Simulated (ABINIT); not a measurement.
**Beyond one shot: SnSe2 (P-3m1)**

Wanted: G0W0 and self-consistent gaps of SnSe2 (P-3m1), with the cost of the cycles.

Program: ABINIT 10.8.3. Level of theory: PBEsol and many-body steps on it, plane waves. Results are calculated unless marked as measured.

**The experiments to reproduce.**

- Gap 1.21 ± 0.04 eV: quasiparticle gap from STS band edges on large flat area; scanning tunneling spectroscopy, log dI/dV edge fit; 77.6 K; bulk crystal (n-type SnSe2 region of partially converted crystal) (“Lateral heterostructures formed by thermally converting n-type SnSe2 to p-type SnSe”, 2018, arxiv:1804.01202).

- Gap 1 eV: indirect gap from optical absorption (approximate); optical absorption; bulk crystal (quoted in “Lateral heterostructures formed by thermally converting n-type SnSe2 to p-type SnSe”, 2018, arxiv:1804.01202).

- Gap 1.207 eV: direct band-edge excitonic transition; piezoreflectance; 300 K; bulk crystal (CVT-grown single crystal) (“Temperature Dependent Excitonic Transition Energy and Enhanced Electron-Phonon Coupling in Layered Ternary SnS2-xSex Semiconductors with Fully Tunable Stoichiometry”, 2021, pmc:8069899).

Report form: the programs' logs are mostly left out.

### Step 1. Starting point

Symmetry: P-3m1, No. 164, trigonal system. The conventional cell has a = 3.811 Å, b = 3.811 Å, c = 6.136 Å, α = 90.00°, β = 90.00°, γ = 120.00°. Nearest to Sn lie 6 Se at 2.68 Å. Se has 3 Sn at 2.68 Å nearest. Farther neighbours and most contacts between anions are not listed.

The cell and positions come from the Crystallography Open Database and are kept as given unless a step says otherwise.

### Step 2. Empty states on the mesh, 3×3×2 mesh, 154 bands

This step: ABINIT 10.8.3; DFT, PBEsol, plane waves, norm-conserving pseudopotentials.

The sums over transitions need many empty states on a uniform mesh; this step solves for them.

run.abi

```
acell 3*1.0 Angstrom
rprim 
  3.810999999987 0.000000000003 0.000000000000
  -1.905499999996 3.300422813810 0.000000000000
  0.000000000000 0.000000000000 6.136000000000
ntypat 2
znucl 50 34
natom 3
typat 1 2 2
xred 
  0.000000000000 0.000000000000 0.000000000000
  0.333333333333 0.666666666667 0.249000000000
  0.666666666667 0.333333333333 0.751000000000
pp_dirpath "pseudos"
pseudos "Sn.upf, Se.upf"
ecut 48
ngkpt 3 3 2
nshiftk 1
shiftk 0 0 0
kptopt 1
chksymbreak 0
iscf -2
irdden 1
istwfk *1
nband 154
nbdbuf 14
tolwfr 1e-09
nstep 60
prtvol 0
indata_prefix "in"
outdata_prefix "out"
tmpdata_prefix "tmp"
```

Started as:

```
$ OMP_NUM_THREADS=1 mpirun -n 4 abinit run.abi > log
```

Wall time 75 s (4 MPI ranks of Arm Neoverse V1, shared host); peak memory 0.46 GiB.

This step gave:

```
gap                                                           : 1.003 eV
k of the valence top                                          : 0, 0, 0
k of the conduction bottom                                    : 0, 0, 0
least direct gap                                              : 1.003 eV
k points computed                                             : 6
lowest point of the top converged band, above the valence top : 60.4275 eV
```

On this mesh the gap is 1.003 eV.

The density comes from a self-consistent run that is not shown.

### Step 3. Screening, 3×3×2 mesh, 140 bands, screening to 106.1 eV

The RPA dielectric matrix is built and inverted for each q.

This step: RPA screening on PBEsol, plane waves, norm-conserving pseudopotentials.

run.abi, as its differences from that of step 2:

```diff
@@ -21,10 +21,11 @@
 chksymbreak 0
-iscf -2
-irdden 1
 istwfk *1
-nband 154
-nbdbuf 14
-tolwfr 1e-09
-nstep 60
-prtvol 0
+occopt 1
+irdwfk 1
+optdriver 3
+nband 140
+ecuteps 3.9
+inclvkb 2
+awtr 1
+symchi 1
 indata_prefix "in"
```

Run time: 52 s. Hardware: 4 MPI ranks; peak memory 1.2 GiB.

Numbers from this step:

| Property | Result |
| --- | --- |
| ε∞ with local fields, on this mesh, along the program's q direction | 22.02 |
| the same without local fields | 25.01 |
| plasma frequency | 35.36 eV |
| plane waves in the screening matrix | 197 |

Local fields lower ε∞ by 12 %. On a Γ-centred mesh this coarse the value itself is usually too large, while a short band sum pulls it down.

### Step 4. G0W0

The self-energy is evaluated for the states that the input lists, and the levels follow from it, in one-shot runs by the linearised quasiparticle equation.

This step: G0W0 on PBEsol, plane waves, norm-conserving pseudopotentials.

run.abi, as its differences from that of step 3:

```diff
@@ -24,8 +24,17 @@
 irdwfk 1
-optdriver 3
+optdriver 4
 nband 140
+gwcalctyp 0
+ecutsigx 48
+symsigma 1
+nkptgw 2
+kptgw 
+  0.0000000000 0.0000000000 0.0000000000
+  0.0000000000 0.0000000000 0.5000000000
+bdgw 
+  33 37
+  34 37
 ecuteps 3.9
-inclvkb 2
-awtr 1
-symchi 1
+irdscr 1
+ppmodel 1
 indata_prefix "in"
```

The job ended after 8.8 s (4 MPI ranks; peak memory 1.1 GiB; 35 s of CPU time).

Numbers from this step:

```yaml
g0w0_gap_on_the_points_computed: 1.63 eV
starting_gap_on_the_mesh: 1.003 eV
k_of_the_valence_top: 0, 0, 0
k_of_the_conduction_bottom: 0, 0, 0
z_at_the_valence_top: 0.791
z_at_the_conduction_bottom: 0.808
least_direct_g0w0_gap_on_the_computed_points: 1.63 eV
```

The gap on the mesh goes from 1.00 eV to 1.63 eV, a correction of +0.63 eV.

### Step 5. evGW0, cycle 1

This step: evGW0 on PBEsol, plane waves, norm-conserving pseudopotentials.

run.abi, as its differences from that of step 4:

```diff
@@ -26,12 +26,20 @@
 nband 140
-gwcalctyp 0
+gwcalctyp 10
 ecutsigx 48
 symsigma 1
-nkptgw 2
+nkptgw 6
 kptgw 
   0.0000000000 0.0000000000 0.0000000000
+  0.3333333333 0.0000000000 0.0000000000
+  0.3333333333 0.3333333333 0.0000000000
   0.0000000000 0.0000000000 0.5000000000
+  0.3333333333 0.0000000000 0.5000000000
+  0.3333333333 0.3333333333 0.5000000000
 bdgw 
-  33 37
-  34 37
+  30 39
+  30 39
+  30 39
+  30 39
+  30 39
+  30 39
 ecuteps 3.9
```

It took 53 s on 4 MPI ranks; peak memory 1.7 GiB; 3.5 min of CPU time.

This step gave:

```yaml
quasiparticle_gap_on_the_mesh: 1.780 eV
gap_of_the_density_functional_on_the_mesh: 1.003 eV
k_of_the_valence_top: 0, 0, 0
k_of_the_conduction_bottom: 0, 0, 0
z_at_the_valence_top: 0.791
z_at_the_conduction_bottom: 0.808
least_direct_quasiparticle_gap_on_the_computed_points: 1.780 eV
```

Against G0W0 in ABINIT (3×3×2 mesh, 140 bands, screening to 106.1 eV, Godby-Needs plasmon pole), the gap moves by +0.150 eV. This first cycle still uses the starting levels; it takes the full correction, at all points of the mesh, and its linearised value is 1.630 eV.

### Step 6. evGW0, cycle 2

The corrected levels of the last cycle go back in.

run.abi, as its differences from that of step 5:

```diff
@@ -47,2 +47,3 @@
 ppmodel 1
+irdqps 1
 indata_prefix "in"
```

The job ended after 53 s (4 MPI ranks; peak memory 1.7 GiB; 3.5 min of CPU time).

This step gave:

```yaml
quasiparticle_gap_on_the_mesh: 1.687 eV
gap_of_the_density_functional_on_the_mesh: 1.003 eV
k_of_the_valence_top: 0, 0, 0
k_of_the_conduction_bottom: 0, 0, 0
least_direct_quasiparticle_gap_on_the_computed_points: 1.687 eV
```

Against the cycle before, the gap moves by −0.093 eV.

### Step 7. evGW0, cycle 3

run.abi is that of step 6.

Run time: 53 s. Hardware: 4 MPI ranks; peak memory 1.7 GiB; 3.5 min of CPU time.

Numbers from this step:

```yaml
quasiparticle_gap_on_the_mesh: 1.697 eV
gap_of_the_density_functional_on_the_mesh: 1.003 eV
k_of_the_valence_top: 0, 0, 0
k_of_the_conduction_bottom: 0, 0, 0
least_direct_quasiparticle_gap_on_the_computed_points: 1.697 eV
```

Against the cycle before, the gap moves by +0.010 eV.

### Step 8. Screening, 3×3×2 mesh, 140 bands, screening to 106.1 eV

This step: RPA screening on PBEsol, plane waves, norm-conserving pseudopotentials.

run.abi

```
acell 3*1.0 Angstrom
rprim 
  3.810999999987 0.000000000003 0.000000000000
  -1.905499999996 3.300422813810 0.000000000000
  0.000000000000 0.000000000000 6.136000000000
ntypat 2
znucl 50 34
natom 3
typat 1 2 2
xred 
  0.000000000000 0.000000000000 0.000000000000
  0.333333333333 0.666666666667 0.249000000000
  0.666666666667 0.333333333333 0.751000000000
pp_dirpath "pseudos"
pseudos "Sn.upf, Se.upf"
ecut 48
ngkpt 3 3 2
nshiftk 1
shiftk 0 0 0
kptopt 1
chksymbreak 0
istwfk *1
occopt 1
irdwfk 1
optdriver 3
nband 140
ecuteps 3.9
inclvkb 2
awtr 1
symchi 1
gwcalctyp 10
mbpt_sciss 0.754 eV
nqptdm 1
qptdm 
  0 0 0
indata_prefix "in"
outdata_prefix "out"
tmpdata_prefix "tmp"
```

Elapsed: 27 s, on 4 MPI ranks; peak memory 1.2 GiB.

This step gave:

| Item | Value |
| --- | --- |
| ε∞ with local fields, on this mesh, along the program's q direction | 16.91 |
| the same without local fields | 18.97 |
| plasma frequency | 35.36 eV |
| plane waves in the screening matrix | 197 |

This screening uses the functional's bands under a rigid shift, the mean opening of the cycle before.

### Step 9. Screening, 3×3×2 mesh, 140 bands, screening to 106.1 eV

This step: RPA screening on PBEsol from quasiparticle energies, plane waves, norm-conserving pseudopotentials.

run.abi, as its differences from that of step 8:

```diff
@@ -30,7 +30,11 @@
 symchi 1
+irdqps 1
 gwcalctyp 10
-mbpt_sciss 0.754 eV
-nqptdm 1
+nqptdm 5
 qptdm 
-  0 0 0
+  0.3333333333 0.0000000000 0.0000000000
+  0.3333333333 0.3333333333 0.0000000000
+  0.0000000000 0.0000000000 0.5000000000
+  0.3333333333 0.0000000000 0.5000000000
+  0.3333333333 0.3333333333 0.5000000000
 indata_prefix "in"
```

mrgscr.stdin

```
2
merged
q0_SCR
out_SCR
1
```

Started as:

```
$ OMP_NUM_THREADS=1 mpirun -n 4 abinit run.abi > log; mrgscr < mrgscr.stdin
```

Wall time 30 s (4 MPI ranks); peak memory 1.1 GiB.

This step gave:

```yaml
plasma_frequency: 35.36 eV
plane_waves_in_the_screening_matrix: 197
```

This screening reads the quasiparticle levels of the cycle before.

### Step 10. evGW, cycle 1

This step: evGW on PBEsol, plane waves, norm-conserving pseudopotentials.

run.abi, as its differences from that of step 9:

```diff
@@ -24,12 +24,10 @@
 irdwfk 1
-optdriver 3
+optdriver 4
 nband 140
-ecuteps 3.9
-inclvkb 2
-awtr 1
-symchi 1
-irdqps 1
 gwcalctyp 10
-nqptdm 5
-qptdm 
+ecutsigx 48
+symsigma 1
+nkptgw 6
+kptgw 
+  0.0000000000 0.0000000000 0.0000000000
   0.3333333333 0.0000000000 0.0000000000
@@ -39,2 +37,13 @@
   0.3333333333 0.3333333333 0.5000000000
+bdgw 
+  30 39
+  30 39
+  30 39
+  30 39
+  30 39
+  30 39
+ecuteps 3.9
+irdscr 1
+ppmodel 1
+irdqps 1
 indata_prefix "in"
```

Started as:

```
$ OMP_NUM_THREADS=1 mpirun -n 4 abinit run.abi > log
```

Elapsed: 54 s, on 4 MPI ranks; peak memory 1.7 GiB.

This step gave:

- quasiparticle gap on the mesh: 1.792 eV
- gap of the density functional on the mesh: 1.003 eV
- k of the valence top: 0, 0, 0
- k of the conduction bottom: 0, 0, 0
- least direct quasiparticle gap on the computed points: 1.792 eV

Against G0W0 in ABINIT (3×3×2 mesh, 140 bands, screening to 106.1 eV, Godby-Needs plasmon pole), the gap moves by +0.162 eV.

### Step 11. Screening, 3×3×2 mesh, 140 bands, screening to 106.1 eV

This step: RPA screening on PBEsol, plane waves, norm-conserving pseudopotentials.

run.abi

```
acell 3*1.0 Angstrom
rprim 
  3.810999999987 0.000000000003 0.000000000000
  -1.905499999996 3.300422813810 0.000000000000
  0.000000000000 0.000000000000 6.136000000000
ntypat 2
znucl 50 34
natom 3
typat 1 2 2
xred 
  0.000000000000 0.000000000000 0.000000000000
  0.333333333333 0.666666666667 0.249000000000
  0.666666666667 0.333333333333 0.751000000000
pp_dirpath "pseudos"
pseudos "Sn.upf, Se.upf"
ecut 48
ngkpt 3 3 2
nshiftk 1
shiftk 0 0 0
kptopt 1
chksymbreak 0
istwfk *1
occopt 1
irdwfk 1
optdriver 3
nband 140
ecuteps 3.9
inclvkb 2
awtr 1
symchi 1
gwcalctyp 10
mbpt_sciss 0.855 eV
nqptdm 1
qptdm 
  0 0 0
indata_prefix "in"
outdata_prefix "out"
tmpdata_prefix "tmp"
```

Wall time 28 s (4 MPI ranks); peak memory 1.2 GiB; 1.9 min of CPU time.

This step gave:

| Property | Result |
| --- | --- |
| ε∞ with local fields, on this mesh, along the program's q direction | 16.44 |
| the same without local fields | 18.42 |
| plasma frequency | 35.36 eV |
| plane waves in the screening matrix | 197 |

This screening uses the functional's bands under a rigid shift, the mean opening of the cycle before.

### Step 12. Screening, 3×3×2 mesh, 140 bands, screening to 106.1 eV

This step: RPA screening on PBEsol from quasiparticle energies, plane waves, norm-conserving pseudopotentials.

run.abi, as its differences from that of step 11:

```diff
@@ -30,7 +30,11 @@
 symchi 1
+irdqps 1
 gwcalctyp 10
-mbpt_sciss 0.855 eV
-nqptdm 1
+nqptdm 5
 qptdm 
-  0 0 0
+  0.3333333333 0.0000000000 0.0000000000
+  0.3333333333 0.3333333333 0.0000000000
+  0.0000000000 0.0000000000 0.5000000000
+  0.3333333333 0.0000000000 0.5000000000
+  0.3333333333 0.3333333333 0.5000000000
 indata_prefix "in"
```

mrgscr.stdin is that of step 9.

Started as:

```
$ OMP_NUM_THREADS=1 mpirun -n 4 abinit run.abi > log; mrgscr < mrgscr.stdin
```

It took 31 s on 4 MPI ranks; peak memory 1.1 GiB.

This step gave:

| Quantity | Value |
| --- | --- |
| plasma frequency | 35.36 eV |
| plane waves in the screening matrix | 197 |

This screening reads the quasiparticle levels of the cycle before.

### Step 13. evGW, cycle 2

This step: evGW on PBEsol, plane waves, norm-conserving pseudopotentials.

run.abi, as its differences from that of step 12:

```diff
@@ -24,12 +24,10 @@
 irdwfk 1
-optdriver 3
+optdriver 4
 nband 140
-ecuteps 3.9
-inclvkb 2
-awtr 1
-symchi 1
-irdqps 1
 gwcalctyp 10
-nqptdm 5
-qptdm 
+ecutsigx 48
+symsigma 1
+nkptgw 6
+kptgw 
+  0.0000000000 0.0000000000 0.0000000000
   0.3333333333 0.0000000000 0.0000000000
@@ -39,2 +37,13 @@
   0.3333333333 0.3333333333 0.5000000000
+bdgw 
+  30 39
+  30 39
+  30 39
+  30 39
+  30 39
+  30 39
+ecuteps 3.9
+irdscr 1
+ppmodel 1
+irdqps 1
 indata_prefix "in"
```

Started as:

```
$ OMP_NUM_THREADS=1 mpirun -n 4 abinit run.abi > log
```

It took 54 s on 4 MPI ranks; peak memory 1.7 GiB; 3.6 min of CPU time.

Numbers from this step:

```yaml
quasiparticle_gap_on_the_mesh: 1.797 eV
gap_of_the_density_functional_on_the_mesh: 1.003 eV
k_of_the_valence_top: 0, 0, 0
k_of_the_conduction_bottom: 0, 0, 0
least_direct_quasiparticle_gap_on_the_computed_points: 1.797 eV
```

Against the cycle before, the gap moves by +0.005 eV.

### Step 14. Side by side

Times are wall times on 4 MPI ranks of Arm Neoverse V1, shared host, good to a factor of about two. A run's time includes the screening step that it read.

```
           run   mesh  bands  screening cutoff (eV)  DFT gap (eV)  gap on the mesh (eV)  direct (eV)  ε∞ used     time
          G0W0  3×3×2    140                  106.1         1.003                 1.630        1.630    22.02     61 s
evGW0, cycle 1  3×3×2    140                  106.1         1.003                 1.780        1.780    22.02  1.7 min
evGW0, cycle 2  3×3×2    140                  106.1         1.003                 1.687        1.687    22.02  1.7 min
evGW0, cycle 3  3×3×2    140                  106.1         1.003                 1.697        1.697    22.02  1.8 min
 evGW, cycle 1  3×3×2    140                  106.1         1.003                 1.792        1.792    16.91  1.8 min
 evGW, cycle 2  3×3×2    140                  106.1         1.003                 1.797        1.797    16.44  1.9 min
```

### Step 15. Outcome

| Property | Result |
| --- | --- |
| G0W0 | 1.630 eV |
| evGW0, cycle 1 | 1.780 eV |
| evGW0, cycle 2 | 1.687 eV |
| evGW0, cycle 3 | 1.697 eV |
| evGW, cycle 1 | 1.792 eV |
| evGW, cycle 2 | 1.797 eV |
| known limits | not at the basis limit; no spin-orbit coupling; coarse k mesh |

In words: Only the bands that the input lists are updated; the others, empty or deep, keep the functional's energies or take a rigid shift. The evGW loop starts from the last levels of evGW0, so its cycles and time come on top of those. evGW0 ends at 1.70 eV, +0.07 eV from G0W0, after 3 cycles that took 2.6 min beside the first screening; the last moved the gap by 0.010 eV. evGW ends at 1.80 eV, +0.17 eV from G0W0, after 2 cycles that took 3.7 min beside the first screening; the last moved the gap by 0.005 eV. The first cycle of evGW0 takes the full correction, without the factor Z, so it overshoots the one-shot value. Against experiment, by evGW, cycle 2: the gap of 1.80 eV lies +0.59 eV from the measured 1.21 ± 0.04 eV (electronic, 77.6 K, 2018); the gap of 1.80 eV lies +0.80 eV from the measured 1 eV (indirect, quoted 2018); the direct gap of 1.80 eV lies +0.59 eV from the measured 1.207 eV (exciton, 300 K, 2021). An exciton line or allowed optical edge lies below the quasiparticle gap by the binding energy; a forbidden edge can push the onset above it. These are gaps on the mesh, at modest bands and cutoff. The calculation has static nuclei and no excitons; a measured gap holds zero-point and thermal motion, which mostly lowers it. Bands and cutoff are finite, so the gap is not at the basis limit. The miss can reach some tenths of an eV and take either sign; the mesh is an error of its own. A denser mesh or path gives a starting gap of 0.67 eV: the GW mesh misses a band edge, so its gaps are not the fundamental one. The 3×3×2 mesh is coarse for this cell, which bears on the long-range parts of exchange and screening. In the updated screening the q = 0 part is built from Kohn-Sham bands under a rigid shift, the other q from the quasiparticle levels. The many-body steps are scalar-relativistic: spin-orbit coupling is not in them.

[Paths, hosts, dates, memory and timing lines, banners, echoed tables and standing remarks are left out of the program output.]

[Logs are printed without paths, hosts, clocks, repeated set-up lines and the standing remarks that a program may print on its own settings, such as how far it seeks lower states.]

[Runs of the session that timed out or met a known fault of the program may be left out.]

[Hosts, paths, dates, database ids (printed as entryN), source tags and the programs' standing remarks are cut or masked in the printed files.]

[G0W0 gaps are taken among the corrected bands and points alone; a level outside them can change the order at an edge.]

[Where Ansatz stands beside ABINIT at settings called matched, ABINIT's density can come from a denser mesh and the files from another edition; pairs whose starting gaps differed by over 0.03 eV were left out, so agreement reads better than it is.]
